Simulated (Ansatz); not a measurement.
# GaSn (hypothetical, Fm-3m): thermal expansion from first principles, part 3 of 3

Wanted: α(T), C_P(T) and B(T) of GaSn (hypothetical) in the quasi-harmonic approximation. The compound is hypothetical: it was made by swapping elements on a known structure type.

Ansatz 0.2.0; DFT PBEsol, scalar-relativistic, plane waves, PAW.

So far. Step 2 (Probe on a coarse mesh): The start is under 359 GPa at this level and looks like a metal on this mesh. Step 5 (Relaxing to small residual forces and stress): The residual pressure is 0.0084 GPa, small enough for phonons. The relaxed cell has a = 5.686 Å (conventional setting).

**8. Phonons of the refused cell**

The study refused this cell, so its phonons are run alone to see which modes are imaginary.

The input, input.yaml:

```yaml
crystal:
  lattice:
    - [0.0, 2.8429452195, 2.8429452195]
    - [2.8429452195, 0.0, 2.8429452195]
    - [2.8429452195, 2.8429452195, 0.0]
  atoms:
    - { symbol: Sn, position: [0.5, 0.5, 0.5] }
    - { symbol: Ga, position: [0.0, 0.0, 0.0] }
kpoints:
  mp_grid: { grid: [12, 12, 12] }
hamiltonian:
  xc: pbesol
scf:
  occupations: { method: methfessel_paxton, width: 0.2 }
output:
  eigenvalues: true
phonons:
  method: dfpt
  qmesh: [4, 4, 4]
  temperatures: { t_max: 1000, t_step: 50 }
  qpath:
    path:
      - [[0.0, 0.0, 0.0], [0.5, 0.0, 0.5], [0.625, 0.25, 0.625]]
      - [[0.375, 0.375, 0.75], [0.0, 0.0, 0.0], [0.5, 0.5, 0.5], [0.5, 0.25, 0.75], [0.5, 0.0, 0.5]]
    npoints: 10
```

The run is started by

```sh
ansatz run input.yaml --threads 4 --pin off --max-ram 8192MiB --backend cpu --events-out ev --progress --plain --runs-dir out
```

Numbers of over 12 decimals in the logs are rounded to 6 here.

What it wrote:

```text
[...]
Crystal: 2 atoms, lattice volume = 45.955 Å³
Basis set: ecut = 420 eV, 893 PW (Γ), exchange–correlation on 54×54×54 points (8 copies of the dense FFT grid, shifted against one another)
Bands: 18, of which v1, the nominal top of the filled ones, is band 14 counted from 1 (13 counted from 0)
Symmetry: 48 space group operations
k-points: 72 of 1728
[...]
SCF iter   1: F=—  HF=-9692.857453 eV  |F-HF|=—  |Δ(HF+E_count)|=         —  Δρ=2.58e-3  dr2=2.53e-3  ethr=1.77e-3  ⟨swp⟩=5.2  Hψ=5982  notcnv=0
[...]
SCF iter  10: F=-9692.855017 eV  HF=-9692.855017 eV  |F-HF|=0.00e0  |Δ(HF+E_count)|=  1.42e-10  S|Δr|=    0.00e0  Δρ=3.32e-8  dr2=3.02e-13  ethr=1.00e-12  ⟨swp⟩=5.5  Hψ=6764  notcnv=0
SCF 1 converged in 10 iterations: F = -9692.855017 eV  dr2 = 3.02e-13
[...]
phonons: the bands overlap, so this run is a metal and interpolates without the dipole-dipole term. If the crystal is really an insulator or semiconductor, its LO-TO splitting is missing
NSCF: frozen V_eff on 72 k-points
[...]
DFPT response loops at q = (0, 0, 0) (fractional): preconditioner auto → Kerker (q_TF=auto, 2.497 Å⁻¹) (partly filled bands, converged f_vac=0.000); β = 1.00, the filter's whole step (`scf.mixing.beta` (0.50) is not read by the response loops under this deck's `scf.mixing.preconditioner`; to damp them name `kerker` or `kerker_dos`, under which they read `scf.mixing.beta`, and type it under 1.00, their step now; both keys bind the ground state too); Broyden in place of MSR1
[...]
SCF converged after 10 iterations
[...]
Free energy (F): -9692.855017 eV
[...]
Internal energy: -9692.855622 eV  (E = F + TS)
E sigma→0 (E₀):  -9692.855168 eV
Entropy (-TS):   0.000605 eV (0.303 meV/atom)
Fermi energy:    10.018678 eV
[...]
--- Band table (eV; the first three rows and the last of 72) ---
  k-point 0: bands = [... 10 lower, -1.0750, 11.3343, 11.3343, 11.3343, 11.8949, 16.9937, 16.9937, 16.9937]
  k-point 1: bands = [... 10 lower, -0.9772, 10.0106, 11.3278, 11.3278, 12.8938, 16.6600, 16.6600, 16.6790]
  k-point 2: bands = [... 10 lower, -0.6837, 8.3449, 11.3290, 11.3290, 13.5057, 15.6317, 15.6317, 16.1837]
  k-point 71: bands = [... 10 lower, 3.5412, 4.4235, 6.4625, 6.4625, 13.7501, 14.1046, 17.3482, 17.3482]
--- Phonons (Γ-DFPT): 2 representative perturbations + reference (Σ response iterations 7) ---
  ASR residual: 4.790e-5 → 0.000e0 eV/Å²; symmetrization residual: 6.786e-6 eV/Å²
  ASR residual per site (eV/Å²): 4.79e-5 1.62e-5
  Γ frequencies (cm⁻¹): 0.00 0.00 0.00 143.77 143.77 143.77
--- Phonons (arbitrary-q DFPT): 8 irreducible q on the 4×4×4 mesh ---
  q = [0.0000, 0.0000, 0.0000] (star 1, of the zone-centre solve; hermiticity 4.06e-6, symmetrization 3.05e-11): -0.00 0.00 0.00 143.77 143.77 143.77
  q = [0.0000, 0.0000, 0.2500] (star 8, 2 solved perturbations on 936 of 1728 k-point pairs; hermiticity 2.82e-6, symmetrization 4.94e-12): 54.07 54.07 67.00 121.41 127.50 127.50
[...]
q = [0.0000, 0.2500, 0.2500] (star 6, 4 solved perturbations in 1608 linear systems a pass and spin channel, the states on 510 of 1728 k-point pairs; hermiticity 2.51e-6, symmetrization 2.01e-12): 4.20 4.20 45.92 122.26 149.77 149.77
[...]
sum rule: each row above includes the acoustic sum rule's correction from the zone centre's row sums; it moved no ω² by more than (0.33 cm⁻¹)²
  mesh force constants: q→R imaginary residual 9.55e-18; ASR residual 4.790e-5 → 0.000e0 eV/Å²; symmetrization residual 4.885e-15 eV/Å²
  interpolated dispersion: 62 rows × 6 modes
  density of states and harmonic sums: on the 20×20×20 q-mesh, interpolated from the force constants of a 4×4×4 supercell (no non-analytic term)
  largest difference from the sums on the solved wave vectors: F 1.42e-2 eV, S 1.97e-5 and C_V 2.84e-6 eV/K
  zero-point energy: 0.034182 eV/cell   skipped modes (ω ≤ 0): 89, of them read as no rigid motion or as one in doubt: 86 (2.948e-1 modes/cell left out, lowest -30.58 cm⁻¹)   left out of the sums: 4.92e-2 of the cell's modes: C_V's classical limit lies that fraction below 3 k_B per atom; for a crystal, a wire or a layer, F and S can be off by more, and a phonons.interpolated_qmesh denser along its periods is the remedy for the sampling
```

Run time: 4.5 min. Hardware: 4 threads of Arm Neoverse V2, shared host; peak memory 3.4 GiB; 18 min of CPU time.

This step gave:

```
Γ frequencies                : 0, 0, 0, 143.8, 143.8, 143.8 cm⁻¹ (negative: imaginary)
lowest frequency on the path : -30.58 cm⁻¹
point group                  : m-3m
highest frequency            : 171.5 cm⁻¹
```

No LO-TO term. The phonon branches at the labelled points (cm⁻¹):

```csv
point,branch 1,branch 2,branch 3,branch 4,branch 5,branch 6
Γ,0,0,0,144,144,144
halfway,4,4,46,122,150,150
X,-19,-19,24,157,157,172
halfway,15,23,31,152,154,170
U,37,43,55,139,143,165
jump to K,37,43,55,139,143,165
halfway,-21,76,80,110,112,152
Γ,0,0,0,144,144,144
halfway,54,54,67,121,128,128
L,71,71,92,106,106,120
halfway,50,52,84,113,140,142
W,10,10,88,116,162,162
halfway,-30,33,55,140,158,168
X,-19,-19,24,157,157,172
```

The phonon branches as a text plot (rows in cm⁻¹):

```
    167 |           *******                                ******
    159 |         *****    ****                          ********
    150 |   ******     **      *****                   **      *
    142 |***             **         ******            *       *
    134 |       *          *        *     **         *       *
    125 |  *   *            *     **       ***    ***       *
    117 |                    **  *           ***** *  ******
    108 |   ***                **              *******
    100 |
     92 |                                      ****      **
     83 |                    ****             *    ******  *
     75 |   *               ******           *   **         *
     66 |    **            **    *          * *** ***        *
     58 |  *              **      **       ***       *
     49 |      *         *                 *          *
     41 |               ***         *     *            *      *
     33 | *     *      **  *             *              *   ***
     24 |        ********   *        *   *                 *   **
     16 |              *                *                *     *
      7 |   ****             **                           *
     -1 |***                         ***
    -10 |       **                ***
    -18 |         *****        ***                         *    *
    -26 |                                                   ****
         Γ           X  U|K            Γ         L        W     X
```

The phonon density of states has structure finer than the step of the table below, so its rows give means over 10 cm⁻¹, whole bins alone (the curve runs from -31 to 171 cm⁻¹). Peaks (cm⁻¹: height): 71.0: 0.0504, 83.0: 0.0638, 115.0: 0.0746, 149.0: 0.0707.

Tetrahedra on 20 20 20, mean over bins of 2 cm⁻¹. Table of phonon density of states by wavenumber; means over each step:

```csv
wavenumber (cm⁻¹),phonon density of states (1/cm⁻¹/cell)
-20,0.0109
-10,0.0101
0,0.0105
10,0.0123
20,0.0158
30,0.0308
40,0.0383
50,0.0367
60,0.0389
70,0.0451
80,0.0421
90,0.00649
100,1.9e-5
110,0.0378
120,0.0552
130,0.0465
140,0.0529
150,0.0676
160,0.0344
```

No LO-TO term. The modes at Γ (shares of kinetic energy by element, %):

```
mode  frequency (cm⁻¹)  symmetry  Sn %  Ga %
   1               0.0       T1u    63    37
   2               0.0       T1u    63    37
   3               0.0       T1u    63    37
   4             143.8       T1u    37    63
   5             143.8       T1u    37    63
   6             143.8       T1u    37    63
```

Displacements in mode 5 (143.8 cm⁻¹), the largest set to 1:
```
Sn1  0.00 -0.24 -0.59
Ga2  0.00  0.41  1.00
```

Lowest modes at the softest wavevector of the mesh; phase exp(i q.(R + tau)). The modes at q = (0.500, 0.500, 0.000) (shares of kinetic energy by element, %) (negative means imaginary):

```csv
mode,frequency (cm⁻¹),Sn %,Ga %
1,-19.1,60,40
2,-19.1,60,40
3,24.3,58,42
4,157.3,40,60
5,157.3,40,60
6,171.5,42,58
```

Displacements in mode 1 (-19.1 cm⁻¹), the largest set to 1, in the home cell:
```
Sn1 -0.94  0.00  0.00
Ga2  1.00  0.00  0.00
```

Displacements in mode 6 (171.5 cm⁻¹), the largest set to 1, in the home cell:
```
Sn1  0.00  0.00 -0.65
Ga2  0.00  0.00  1.00
```

The modes has structure finer than the step of the table below, so its rows give means over 5 cm⁻¹, whole bins alone (the curve runs from -39.9 to 186 cm⁻¹). Peaks (cm⁻¹: height): Ga 34.0: 0.0154, 113.7: 0.0575, 149.2: 0.0431; Sn -15.8: 0.00922, 55.4: 0.0294, 63.9: 0.0367, 72.4: 0.0433, 82.4: 0.0411, 150.6: 0.0263.

Phonopy on the run's constants, 17x17x17 mesh, Gaussian sigma 2.0 cm⁻¹. Table of modes by wavenumber; means over each step; values in 1/cm⁻¹/cell:

```csv
wavenumber (cm⁻¹),Ga,Sn
-35,6.6e-5,9.5e-5
-30,0.00122,0.00181
-25,0.00363,0.00548
-20,0.00546,0.00837
-15,0.00561,0.00869
-10,0.00507,0.00790
-5,0.00278,0.00436
0,0.00137,0.00219
5,0.00237,0.00375
10,0.00339,0.00539
15,0.00593,0.00965
20,0.00582,0.00940
25,0.00903,0.0143
30,0.0123,0.0201
35,0.0147,0.0239
40,0.0138,0.0237
45,0.0133,0.0250
50,0.0114,0.0229
55,0.0122,0.0279
60,0.00961,0.0258
65,0.0102,0.0334
70,0.00722,0.0369
75,0.00563,0.0357
80,0.00435,0.0363
85,0.00246,0.0313
90,4.4e-4,0.00618
95,9.9e-6,2.3e-4
100,2.0e-4,3.2e-6
105,0.00791,2.6e-4
110,0.0385,0.00245
115,0.0546,0.00592
120,0.0437,0.00932
125,0.0361,0.0112
130,0.0324,0.0129
135,0.0323,0.0150
140,0.0337,0.0178
145,0.0393,0.0227
150,0.0423,0.0260
155,0.0360,0.0232
160,0.0204,0.0136
165,0.00969,0.00663
170,0.00332,0.00233
175,2.5e-4,1.8e-4
180,4.0e-7,2.0e-7
```

The lowest solved frequency is -19.1 cm⁻¹, so the cell is unstable here and gives no valid free energy.

**9. Summary of results**

| Quantity | Value |
| --- | --- |
| lowest frequency at the solved wavevectors | -19.1 cm⁻¹ |

With imaginary harmonic modes at the relaxed cell the quasi-harmonic free energy is undefined, so no expansion is obtained for this phase at this level. The softest solved mode is 19i cm⁻¹ at q = (0, -0.5, -0.5), and 1 of 8 solved wavevectors carry a mode beyond 8i cm⁻¹. In a metal soft modes also hang on the k-mesh and the smearing, which were not converged here. The PAW files were made for PBE and are used here under another functional, for which the program regenerates the frozen cores.

[Logs are printed without paths, hosts, clocks, repeated set-up lines and the standing remarks that a program may print on its own settings, such as how far it seeks lower states.]

[Hosts, paths, dates, database ids (printed as entryN), source tags and the programs' standing remarks are cut or masked in the printed files.]

[A step with changed settings may run another functional than the one named; its input shows which.]

[Pressures of single members of a volume series are the stress at the run's cutoff; with an incomplete basis they can lie off −dE/dV of the same runs, and they are not shown converged.]
